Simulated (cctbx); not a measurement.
# Which space group?

Cell: a = 4.2290 Å, b = 4.2290 Å, c = 6.9470 Å, α = 90.00°, β = 90.00°, γ = 90.00°. Expected content of the cell: Gd1 In1 Rh1 Ti4.

The data are simulated with cctbx, not measured: Ag Kα, λ = 0.56087 Å, to d = 0.77 Å, 80 % of the full sphere, strongest reflection 40000 counts, noise from counting, a 3 % proportional error and a noise floor of 2 counts (s.d.); no absorption.

Tests on the unmerged data give:

```text
926 reflections to d = 0.772 A
centring   violations  <I/sigma> of those
    A        426 of   463     19.9
    B        418 of   455     19.8
    C        454 of   454     15.7
    I        422 of   460     20.0
    R        598 of   624     19.9
    F        649 of   686     18.5
Laue class    unique    Rint  (classes that these axes allow; Friedel mates merged)
P -1              549   0.018
P 1 2/m 1         324   0.021
P 1 1 2/m         308   0.022
P 2/m 1 1         322   0.021
P m m m           196   0.023
P 4/m             160   0.025
P 4/m m m         114   0.025
space group    extra absences  I>4sigma  <I/sigma>
P 4 2 2                 0          0         -  acentric
P 4 m m                 0          0         -  acentric
P -4 2 m                0          0         -  acentric
P -4 m 2                0          0         -  acentric
P 4/m m m               0          0         -  centric
Wilson B = 1.02 A^2   <|E^2-1|> = 0.830 (0.968 centric, 0.736 acentric)   E^2>4: 1.8 %
shell (A)         n   <I/sigma>
 6.95 - 1.54     19     56.3
 1.54 - 1.22     17     61.5
 1.22 - 1.07     12     46.5
 1.07 - 0.97     15     49.5
 0.97 - 0.90     13     59.3
 0.90 - 0.85     10     58.6
 0.85 - 0.81     16     48.5
 0.81 - 0.77     12     39.7
```

Q: Read the symmetry from these tables.

Every centring test has many violations, so the lattice is primitive.

Rint stays low (0.018 to 0.025) up to P 4/m m m, the highest class in these axes.

5 settings pass the absence test. No glide or screw absences show, which leaves P 4 2 2, P 4 m m, P -4 2 m, P -4 m 2 and P 4/m m m.

⟨|E²−1|⟩ = 0.830 lies between the two ideal values. The Wilson B of 1.02 Å² means U ≈ 0.0129 Å².

The true group is P4/mmm (no. 123), Laue class 4/mmm, centrosymmetric. The tables only narrow the choice to the tied entries; cell content, site symmetry and trial solutions must settle it.

The model was made for the exercise: a known structure type with other elements put in, its volume estimated, not relaxed; displacement parameters are assumed.

[Logs are printed without paths, hosts, clocks, repeated set-up lines and the standing remarks that a program may print on its own settings, such as how far it seeks lower states.]
